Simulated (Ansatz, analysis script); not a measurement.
Records of electronic-structure calculations.

### Free-standing triangular Ti monolayer, spacing 3.069 Å: magnetic anisotropy by several levels

The cell holds 2 atoms: 2 Ti. Cell: a = 3.069 Å, b = 6.138 Å, c = 14.000 Å, α = 90.0°, β = 90.0°, γ = 120.0°. An idealised lattice of chosen spacing, in vacuum. Vacuum lies along c.

```xyz
2
Lattice="3.0690 0.0000 0.0000 -3.0690 5.3157 0.0000 0.0000 0.0000 14.0000" Properties=species:S:1:pos:R:3
Ti    0.0000    0.0000    7.0000
Ti   -1.5345    2.6578    7.0000
```

- method: LDA, PAW set soft_1 (files made for PBE); spinors with self-consistent spin–orbit coupling, one run a direction (and 3 further levels or steps)
- program: Ansatz 0.2.0 and analysis script 1
- settings of one run: cutoff 420 eV, 36×18×1 k-mesh, Fermi-Dirac occupations, smearing width 0.1 eV, starting moments 0.86 -0.86 μB
- notes: On Ti no. 1 the orbital moment’s part along the typed axis, for moments in plane, across a, is opposed to the spin, 3.1 % of it; semilocal functionals tend to give orbital moments of 3d atoms too small. All of this holds for the antiferromagnetic order, the only one run; whether the real compound orders so is not tested. The cell was taken as built, with atoms unrelaxed. In doubt: the program’s search for lower states was switched off, so a lower magnetic state than those reached may exist.
- easy direction among those tried, spin–orbit part: in plane, across a
- hardest less easiest direction, mesh 36x18x1: 0.0351 meV a cell of 2 atoms
- orbital moment of Ti no. 1 along its axis, moments in plane, across a: -0.0328 μB

The easy direction among those tried is in plane, across a, by 0.0351 meV a cell against the hardest one tried, on the mesh 36x18x1. All levels agree on the spin–orbit part's easy direction.

[Logs and program files are shortened in this print: banners, set-up blocks, solver, clock and traceback lines can be left out without a mark of their own.]

[Logs are printed without paths, hosts, clocks, repeated set-up lines and the standing remarks that a program may print on its own settings, such as how far it seeks lower states.]

[Hosts, paths, dates, database ids (printed as entryN), source tags and the programs' standing remarks are cut or masked in the printed files.]
